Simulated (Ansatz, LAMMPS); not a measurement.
# Localised basis functions on glassy 67P2O5-33MgO (mol %) (80 atoms)

Wanted: errors and times of a linear-scaling basis for glassy 67P2O5-33MgO (mol %) (80 atoms). A setting counts as converged where the r.m.s. difference of forces stays under 1 % of the r.m.s. force.

Program: Ansatz 0.2.0. Level of theory: Kohn-Sham DFT, PBE, PAW (set soft_2), plane waves. Values are calculated unless marked as measured.

### 1. The structure

The cell holds 80 atoms: 20 P, 5 Mg and 55 O. Cell: a = 10.137 Å, b = 10.137 Å, c = 10.137 Å, α = 90.0°, β = 90.0°, γ = 90.0°. 80 atoms (20 P, 5 Mg, 55 O) placed at random at 2.58 g/cm³, melted at 4000 K for 10 ps at fixed volume with the Morse and Coulomb pair potential with partial charges (Pedone, Malavasi, Menziani, Cormack and Segre, J. Phys. Chem. B 110, 11780 (2006)). Quenched from 4000 K to 300 K at 25 K/ps and fixed volume, held 5 ps.

Before any run, some limits are plain. The quench rate of 25 K/ps is orders of magnitude faster than experiment, which tends to freeze in extra defects. The network of bonds at the start is that of the classical potential that made the cell, and needn't be the one that DFT or experiment would give. The Brillouin zone is sampled at Γ only, in a cell whose shortest periodic width is 10 Å.

### 2. The classical run that made the cell

A classical potential supplies the starting structure, since it reaches far longer times than DFT.

This step: classical MD, Morse and Coulomb pair potential with partial charges (Pedone, Malavasi, Menziani, Cormack and Segre, J. Phys. Chem. B 110, 11780 (2006)) (LAMMPS 22 Jul 2025 - Update 4).

The input, in.lmp:

```
# melt-quench of P20Mg5O55
units metal
atom_style charge
boundary p p p
region box block 0 10.1370 0 10.1370 0 10.1370
create_box 3 box
mass 1 30.9738   # P
mass 2 24.3050   # Mg
mass 3 15.9990   # O
create_atoms 1 random 20 317138 NULL overlap 1.5 maxtry 2000
create_atoms 2 random 5 317145 NULL overlap 1.5 maxtry 2000
create_atoms 3 random 55 317152 NULL overlap 1.5 maxtry 2000
pair_style hybrid/overlay pedone 5.5 coul/long 8.0
pair_coeff * * coul/long
pair_coeff 1 3 pedone 0.831326 2.585833 1.800790 1   # P-O
pair_coeff 2 3 pedone 0.038908 2.281000 2.586153 5   # Mg-O
pair_coeff 3 3 pedone 0.042395 1.379316 3.618701 22   # O-O
set type 1 charge 3
set type 2 charge 1.2
set type 3 charge -1.2
kspace_style pppm 1.0e-4
neigh_modify delay 0 every 1 check yes
thermo_style custom step time temp pe press density
thermo_modify norm yes
timestep 0.002
thermo 100
min_style cg
minimize 1e-4 1e-4 200 2000
reset_timestep 0
velocity all create 4000 317139 mom yes dist gaussian
fix lim all nve/limit 0.05
fix lan all langevin 4000 4000 0.2 317140 zero yes
thermo 500
run 1000 post no
# [... 7 lines left out ...]
fix md all nvt temp 4000 300 0.2
run 74000 post no
unfix md
thermo 1250
fix md all nvt temp 300 300 0.2
run 2500 post no
unfix md
write_dump all custom glass.dump id type xs ys zs modify sort id
```

On the command line:

```console
$ lmp -in in.lmp -log none -nocite
```

The program printed:

```text
LAMMPS (22 Jul 2025 - Update 4)
Created orthogonal box = (0 0 0) to (10.137 10.137 10.137)
Created 20 atoms
Created 5 atoms
Created 55 atoms
PPPM initialization ...
  G vector (1/distance) = 0.38902763
  grid = 12 12 12
  estimated relative force accuracy = 5.7354061e-05
   Step          Time           Temp          PotEng         Press         Density
         0   0              0             -4.1611286      680725.28      2.5839807
        80   0.16           0             -20.830076      7503.8014      2.5839807
Loop time of 0.057192 s on 1 MPI rank(s) for 80 steps with 80 atoms
Minimization stats:
  Stopping criterion = energy tolerance
[... 17 lines left out ...]
[... 1 line left out ...]
Loop time of 2.11053 s on 1 MPI rank(s) for 5000 steps with 80 atoms
   Step          Time           Temp          PotEng         Press         Density
[... 11 lines left out ...]
     80000   160            313.38891     -21.007006      16799.359      2.5839807
Loop time of 29.7672 s on 1 MPI rank(s) for 74000 steps with 80 atoms
   Step          Time           Temp          PotEng         Press         Density
     80000   160            313.38891     -21.007006      16799.359      2.5839807
     81250   162.5          297.89377     -21.006518      5910.6431      2.5839807
     82500   165            279.38823     -21.002653     -7802.9773      2.5839807
Loop time of 0.936387 s on 1 MPI rank(s) for 2500 steps with 80 atoms
```

Run time: 33 s. Hardware: 1 thread of Arm Neoverse V1, shared host; peak memory 0.068 GiB.

### 3. Plane-wave single point

The first run fixes the reference, at a cutoff of 420 eV.

The input, input.yaml:

```yaml
crystal:
  lattice:
    - [10.137, 0.0, 0.0]
    - [0.0, 10.137, 0.0]
    - [0.0, 0.0, 10.137]
  atoms:
    - { symbol: P, position: [0.47375, 0.8813, 0.91748] }
    - { symbol: P, position: [0.06331, 0.81477, 0.54975] }
    - { symbol: P, position: [0.18546, 0.47745, 0.96002] }
    - { symbol: P, position: [0.62355, 0.19789, 0.23108] }
    - { symbol: P, position: [0.29242, 0.61594, 0.54516] }
    - { symbol: P, position: [0.80132, 0.38472, 0.06004] }
    - { symbol: P, position: [0.14269, 0.32957, 0.61067] }
    - { symbol: P, position: [0.304, 0.92164, 0.16554] }
    - { symbol: P, position: [0.63771, 0.36879, 0.79754] }
    - { symbol: P, position: [0.79222, 0.89617, 0.92892] }
    - { symbol: P, position: [0.08868, 0.90019, 0.83228] }
    - { symbol: P, position: [0.83754, 0.99421, 0.29976] }
    - { symbol: P, position: [0.45755, 0.39176, 0.39854] }
    - { symbol: P, position: [0.12734, 0.6761, 0.18596] }
    - { symbol: P, position: [0.85294, 0.35572, 0.57385] }
    - { symbol: P, position: [0.82907, 0.63993, 0.49044] }
    - { symbol: P, position: [0.5293, 0.58753, 0.18973] }
    - { symbol: P, position: [0.42977, 0.58939, 0.81973] }
    - { symbol: P, position: [0.40638, 0.90474, 0.46027] }
    - { symbol: P, position: [0.80976, 0.69644, 0.16756] }
    - { symbol: Mg, position: [0.11648, 0.09433, 0.35515] }
    - { symbol: Mg, position: [0.39204, 0.14126, 0.69872] }
    - { symbol: Mg, position: [0.70701, 0.91241, 0.59802] }
    - { symbol: Mg, position: [0.32232, 0.2356, 0.12721] }
    - { symbol: Mg, position: [0.01268, 0.12855, 0.04645] }
    - { symbol: O, position: [0.82382, 0.85728, 0.22987] }
    - { symbol: O, position: [0.9504, 0.07062, 0.23817] }
    - { symbol: O, position: [0.15559, 0.24314, 0.48965] }
    - { symbol: O, position: [0.73174, 0.37325, 0.92338] }
    - { symbol: O, position: [0.46159, 0.35083, 0.5436] }
    - { symbol: O, position: [0.1446, 0.62506, 0.32221] }
    - { symbol: O, position: [0.83297, 0.25651, 0.46802] }
    - { symbol: O, position: [0.23512, 0.05232, 0.17497] }
    - { symbol: O, position: [0.82736, 0.64363, 0.3398] }
    - { symbol: O, position: [0.16708, 0.5791, 0.07463] }
    - { symbol: O, position: [0.79232, 0.76676, 0.01932] }
    - { symbol: O, position: [0.99022, 0.33036, 0.63567] }
    - { symbol: O, position: [0.19518, 0.80374, 0.84825] }
    - { symbol: O, position: [0.43406, 0.97065, 0.80576] }
    - { symbol: O, position: [0.56534, 0.2719, 0.34998] }
    - { symbol: O, position: [0.74642, 0.89072, 0.78076] }
    - { symbol: O, position: [0.31991, 0.51859, 0.89745] }
    - { symbol: O, position: [0.10127, 0.90194, 0.43014] }
    - { symbol: O, position: [0.52805, 0.49514, 0.07472] }
    - { symbol: O, position: [0.81442, 0.5265, 0.1058] }
    - { symbol: O, position: [0.70842, 0.29252, 0.14872] }
    - { symbol: O, position: [0.86225, 0.49658, 0.52791] }
    - { symbol: O, position: [0.50466, 0.14552, 0.15734] }
    - { symbol: O, position: [0.4726, 0.73198, 0.87392] }
    - { symbol: O, position: [0.84103, 0.96773, 0.44567] }
    - { symbol: O, position: [0.21536, 0.34708, 0.02169] }
    - { symbol: O, position: [0.3839, 0.89484, 0.04036] }
    - { symbol: O, position: [0.37047, 0.75861, 0.4915] }
    - { symbol: O, position: [0.19258, 0.47415, 0.58345] }
    - { symbol: O, position: [0.32808, 0.00538, 0.53331] }
    - { symbol: O, position: [0.65295, 0.67653, 0.18359] }
    - { symbol: O, position: [0.93167, 0.32296, 0.06342] }
    - { symbol: O, position: [0.06599, 0.89821, 0.6808] }
    - { symbol: O, position: [0.55215, 0.92357, 0.48031] }
    - { symbol: O, position: [0.11331, 0.0308, 0.9009] }
    - { symbol: O, position: [0.95139, 0.86026, 0.88374] }
    - { symbol: O, position: [0.97485, 0.68738, 0.16949] }
    - { symbol: O, position: [0.73763, 0.36191, 0.67828] }
    - { symbol: O, position: [0.37033, 0.61296, 0.68256] }
    - { symbol: O, position: [0.70998, 0.68715, 0.55748] }
    - { symbol: O, position: [0.82367, 0.02485, 0.9965] }
    - { symbol: O, position: [0.17042, 0.71294, 0.5702] }
    - { symbol: O, position: [0.37601, 0.53014, 0.44332] }
    - { symbol: O, position: [0.3756, 0.91403, 0.3026] }
    - { symbol: O, position: [0.35655, 0.33925, 0.29511] }
    - { symbol: O, position: [0.41221, 0.67643, 0.18184] }
    - { symbol: O, position: [0.55605, 0.24785, 0.8056] }
    - { symbol: O, position: [0.55304, 0.49492, 0.80273] }
    - { symbol: O, position: [0.19568, 0.81328, 0.15609] }
    - { symbol: O, position: [0.07428, 0.49709, 0.86199] }
    - { symbol: O, position: [0.71067, 0.07888, 0.26924] }
    - { symbol: O, position: [0.94273, 0.73113, 0.53734] }
    - { symbol: O, position: [0.2275, 0.26986, 0.71898] }
    - { symbol: O, position: [0.61689, 0.90418, 0.96504] }
    - { symbol: O, position: [0.54799, 0.49556, 0.30994] }
kpoints:
  mp_grid: { grid: [1, 1, 1] }
hamiltonian:
  xc: pbe
scf:
  occupations: { method: fixed }
output:
  forces: true
  stress: true
  populations: true
  dos:
    method: { smearing: { sigma: 0.1 } }
    de: 0.1
    projected: { site_lists: { Mg: [Mg], O: [O], P: [P] } }
  eigenvalues: true
  write_density: true
  write_potential: true
  volumetric_format: npy
```

On the command line:

```console
$ ansatz run input.yaml --threads 4 --pin off --max-ram 8192MiB --backend cpu --events-out ev --progress --plain --runs-dir out
```

The program printed:

```text
Engine: ansatz 0.2.0, aarch64-unknown-linux-gnu
Pseudopotentials: kind: paw
Pseudopotential: P, paw, valence charge 5, recommended cutoff 420 eV (normal), P.paw.azcp
Pseudopotential: Mg, paw, valence charge 10, recommended cutoff 420 eV (normal), Mg.paw.azcp
Pseudopotential: O, paw, valence charge 6, recommended cutoff 420 eV (normal), O.paw.azcp
[... 5 lines on functional and potentials left out ...]
Crystal: 80 atoms, lattice volume = 1041.666 Å³
Basis set: ecut = 420 eV, 20341 PW (Γ), exchange–correlation on 144×144×144 points (8 copies of the dense FFT grid, shifted against one another)
Bands: 320, of which v1, the nominal top of the filled ones, is band 240 counted from 1 (239 counted from 0)
Symmetry: 1 space group operations
Space group: P1 (ITA 1), of the structure as read, at distance tolerance 1.0e-4 Å
k-points: 1
[... 7 lines on functional and potentials left out ...]
Initial density: superposition of atomic densities (neutral atoms: chi_scale 0, normalization atom), corrected by the library's trained network
Initial wavefunctions: pseudopotential atomic-orbital guess
Functional: x = pbe(κ = 0.804, μ = 0.219515), c = pbe(β = 0.066725)
SCF iter   1: F=—  HF=-55957.753732 eV  |F-HF|=—  |Δ(HF+E_count)|=         —  Δρ=5.40e-3  dr2=4.74e-1  ethr=1.77e-3  ⟨swp⟩=6.0  Hψ=1270  notcnv=0  defer=78
preconditioner: auto → Resta (q_TF=auto, 2.398 Å⁻¹)  ε∞=3.2  [insulator: Δε(μ)=2.097 eV  Ē_g=16.420 eV  n_scr=250 (ndim 8)  ℏωp=24.1 eV  f_vac=0.182  ε∞_Penn≈3.2]
SCF iter   2: F=—  HF=-55957.647762 eV  |F-HF|=—  |Δ(HF+E_count)|=   1.06e-1  Δρ=2.81e-3  dr2=8.96e-2  ethr=9.88e-5  ⟨swp⟩=3.0  Hψ=546  notcnv=0  defer=78
SCF iter   3: F=—  HF=-55957.630631 eV  |F-HF|=—  |Δ(HF+E_count)|=   1.71e-2  Δρ=1.15e-3  dr2=2.69e-2  ethr=1.87e-5  ⟨swp⟩=3.0  Hψ=446  notcnv=0  defer=78
SCF iter   4: F=—  HF=-55957.624460 eV  |F-HF|=—  |Δ(HF+E_count)|=   6.17e-3  Δρ=4.68e-4  dr2=2.60e-3  ethr=5.60e-6  ⟨swp⟩=3.0  Hψ=447  notcnv=0  defer=78
SCF iter   5: F=—  HF=-55957.624351 eV  |F-HF|=—  |Δ(HF+E_count)|=   1.09e-4  Δρ=2.49e-4  dr2=5.74e-4  ethr=5.42e-7  ⟨swp⟩=2.0  Hψ=591  notcnv=0  defer=78
SCF iter   6: F=—  HF=-55957.624350 eV  |F-HF|=—  |Δ(HF+E_count)|=   1.23e-6  Δρ=7.92e-5  dr2=5.83e-5  ethr=1.20e-7  ⟨swp⟩=3.0  Hψ=469  notcnv=0  defer=78
SCF iter   7: F=—  HF=-55957.625896 eV  |F-HF|=—  |Δ(HF+E_count)|=   1.55e-3  Δρ=3.99e-5  dr2=1.48e-5  ethr=1.21e-8  ⟨swp⟩=3.0  Hψ=526  notcnv=0  defer=77
SCF iter   8: F=—  HF=-55957.625898 eV  |F-HF|=—  |Δ(HF+E_count)|=   1.70e-6  Δρ=1.16e-5  dr2=1.47e-6  ethr=3.09e-9  ⟨swp⟩=3.0  Hψ=449  notcnv=0  defer=77
SCF iter   9: F=—  HF=-55957.625899 eV  |F-HF|=—  |Δ(HF+E_count)|=   9.12e-7  Δρ=4.65e-6  dr2=2.31e-7  ethr=3.07e-10  ⟨swp⟩=3.0  Hψ=501  notcnv=0  defer=77
SCF iter  10: F=-55957.625899 eV  HF=-55957.625899 eV  |F-HF|=1.58e-8  |Δ(HF+E_count)|=   1.55e-7  Δρ=2.73e-6  dr2=6.67e-8  ethr=2.08e-11  ⟨swp⟩=28.0  Hψ=3751  notcnv=0
SCF 1 converged in 10 iterations: F = -55957.625899 eV  dr2 = 6.67e-8
  greatest PAW one-centre occupation: 1.000 electrons in one spin orbital (limit 2), on the Mg atom at site 23 (counted from 0), in its partial waves of l = 0
SCF converged after 10 iterations
Free energy (F): -55957.625899 eV
Harris-Foulkes:  -55957.625899 eV  (|F-HF|=1.58e-8)
Internal energy: -55957.625899 eV  (E = F + TS)
E sigma→0 (E₀):  -55957.625899 eV
Fermi energy:    4.573649 eV
--- Per-component energies (eV) ---
  E_band       = -3983.545188
  E_kinetic    = 11730.552376
  E_local      = -39522.390406  (includes V_loc(G=0)·N_el)
  E_nonlocal   = 3720.429936
  E_hartree    = 14511.691976
  E_xc         = -5466.577540
  E_vxc        = -6625.790628  (∫ρ·V_xc dr)
  E_paw        = -21584.411659  (= ΣΔE_a)
  E_vpaw       = -2309.866966  (= ΣTr[D̂ρ^β])
  E_aug_tail   = 0.139983  (compensation charges beyond the density's cutoff)
  E_ewald      = -19347.060565
  E_smearing   = -0.000000  (= −TS)
  E_closure    = -0.000000  (closes the sum)
  Σ components = -55957.625899   (vs F -55957.625899, Δ=0.00e0)
--- Forces (eV/Å), atoms counted from 1 ---
  atom   1  P      4.22965905     2.66538460    -1.52526739
  atom   2  P      3.82885500     4.61408214    -1.98432561
  atom   3  P     -5.11897823     0.06004283    -1.80354148
  atom   4  P     -3.87074249     0.55890555     0.66329354
  atom   5  P      1.15375238    -2.35924331    -3.50551628
  atom   6  P     -0.55385952     0.69508525     1.92516591
  atom   7  P      4.47084840    -0.55020494    -1.52866492
  atom   8  P      0.59107460    -2.70652534     2.62981551
  atom   9  P      0.67734788    -3.19443719     1.53331192
  atom  10  P      0.73674445     0.27064445    -1.84541384
  atom  11  P     -0.63974537    -0.84492153     3.90871700
  atom  12  P     -1.03363938    -2.71462221     0.29658900
  atom  13  P     -2.31266315    -1.32534705    -1.53958382
  atom  14  P     -1.29065296    -2.39793048     2.49112314
[...]
atom  79  O     -3.42217625     0.05492452     1.07438256
  atom  80  O      1.73407442    -0.11325043     2.39689747
  max |Σ_I F_I| component: 8.30e-5 eV/Å
--- Stress (GPa, compression-positive) ---
        3.523239      -1.827781      -1.432513
       -1.827781      -1.197667      -0.897017
       -1.432511      -0.897017      -1.231483
  P = ⅓ Tr σ = 0.3647 GPa (3.647 kbar)
--- Band table (eV) ---
  k-point 0: bands = ["-71.5436", "-71.3087", "-71.2569", "-70.5649", [... 304 levels ...], "13.3952", "13.4346", "13.4803", "13.5345", "13.6146", "13.7113", "13.7203", "13.8220", "13.8402", "13.9642", "14.0176", "14.0594"]
--- Löwdin populations: 80 sites ---
  site symbol       q [e]
     0      P      2.7529
     1      P      2.7246
     2      P      2.7782
[...]
79      O      6.7634
  spilling = 0.016724 (of n_electrons = 480.000000)
```

It took 16 s on 4 threads of Arm Neoverse V1, shared host; peak memory 1.2 GiB.

Read from the output:

| Quantity | Value |
| --- | --- |
| free energy | -55957.6259 eV |
| free energy per atom | -699.4703 eV/atom |
| SCF cycles | 10 |
| pressure | 0.3647 GPa |
| r.m.s. force component | 1.588 eV/Å |
| longest force | 6.316 eV/Å |
| Fermi energy | 4.574 eV |
| gap (highest filled to lowest empty level) | 1.534 eV |
| spilling of the projection | 0.01672 |

The r.m.s. force component of 1.6 eV/Å sets the scale for the differences below.

### 4. Support functions low

The cell is solved in localised support functions.

This step: Kohn-Sham DFT, PBE, PAW (set soft_2), localised support functions (low) (Ansatz 0.2.0).

input.yaml, the sections that differ from step 3:

```yaml
scf:
  occupations: { method: fixed }
  eigensolver: { kind: { support_functions: { accuracy: low } } }
  max_iter: 150
output:
  forces: true
  eigenvalues: true
# crystal, kpoints, hamiltonian: as in step 3
```

The program printed:

```text
Warning: scf.eigensolver.kind.support_functions: disabling space-group detection — the functions' gradient is summed over unrotated k-points, so no spatial operation reduces the k-mesh or symmetrises the density; time reversal is kept, so that k and −k are solved as one point where they differ and the mesh holds both, and exact exchange and, on two spinor components, a DFT+U term hold to it where the run has them: [...]
settings of this run that can trade accuracy for cost: scf.eigensolver.kind.support_functions; scf.eigensolver.kind.support_functions.accuracy: low [...]
[...]
Crystal: 80 atoms, lattice volume = 1041.666 Å³
Basis set: ecut = 420 eV, 20341 PW (Γ), exchange–correlation on 150×150×150 points (8 copies of the dense FFT grid, shifted against one another)
Bands: 288, of which v1, the nominal top of the filled ones, is band 240 counted from 1 (239 counted from 0)
Symmetry: 1 space group operations
k-points: 1
[...]
SCF iter   1: F=—  HF=-55919.114179 eV  |F-HF|=—  |Δ(HF+E_count)|=         —  Δρ=1.24e-1  dr2=1.69e2  ethr=1.00e-1
[...]
SCF iter  12: F=—  HF=-55958.043210 eV  |F-HF|=—  |Δ(HF+E_count)|=   2.00e-3  Δρ=2.93e-5  dr2=1.91e-5  ethr=1.27e-8  κ⁻¹=2.6e-5(r=7)
SCF iter  13: F=-55958.044804 eV  HF=-55958.044805 eV  |F-HF|=1.75e-6  |Δ(HF+E_count)|=   1.59e-3  Δρ=1.76e-5  dr2=4.68e-6  ethr=3.98e-9
SCF 1 converged in 13 iterations: F = -55958.065501 eV  dr2 = 4.68e-6
[...]
SCF converged after 13 iterations
Stability not checked: this state was not tested for a lower state beside it, because the mixer in use, unlike msr1, does not test its closes by its own steps (another_mixer; see scf.mixing.algorithm and scf.lower_state_search)
Free energy (F): -55958.065501 eV
[...]
Internal energy: -55958.065501 eV  (E = F + TS)
E sigma→0 (E₀):  -55958.065501 eV
Fermi energy:    4.573675 eV
[...]
Σ components = -55958.065501   (vs F -55958.065501, Δ=0.00e0)
--- Forces (eV/Å), atoms counted from 1 ---
  atom   1  P      4.23026901     2.66557678    -1.52442165
  atom   2  P      3.82890900     4.61424664    -1.98475323
  atom   3  P     -5.11829875     0.05945901    -1.80291405
  atom   4  P     -3.87031652     0.55833688     0.66377851
[...]
atom  80  O      1.73319815    -0.11216805     2.39818731
  max |Σ_I F_I| component: 4.04e-3 eV/Å
--- Band table (eV) ---
[...]
```

Wall time 1.8 min (4 threads); peak memory 3.3 GiB; 6.9 min of CPU time.

The program notes that the band table was not solved further than the SCF left it and it switched symmetry off.

Keys that differ from the reference: support_functions.accuracy = "low" and scf.max_iter = 150.

Forces differ from the reference by 0.86 meV/Å r.m.s., 0.054 % of their size, well within a tolerance of 1 %; the energy by -5.5 meV/atom. It took roughly 6.4 times the reference's time (one timing each, with unlike analyses asked), in 13 cycles against 10.

(Part 1 of 2 ends here.)

[Long decimals in the printed logs are rounded to 6 places.]

[Logs are printed without paths, hosts, clocks, repeated set-up lines and the standing remarks that a program may print on its own settings, such as how far it seeks lower states.]

[Hosts, paths, dates, database ids (printed as entryN), source tags and the programs' standing remarks are cut or masked in the printed files.]
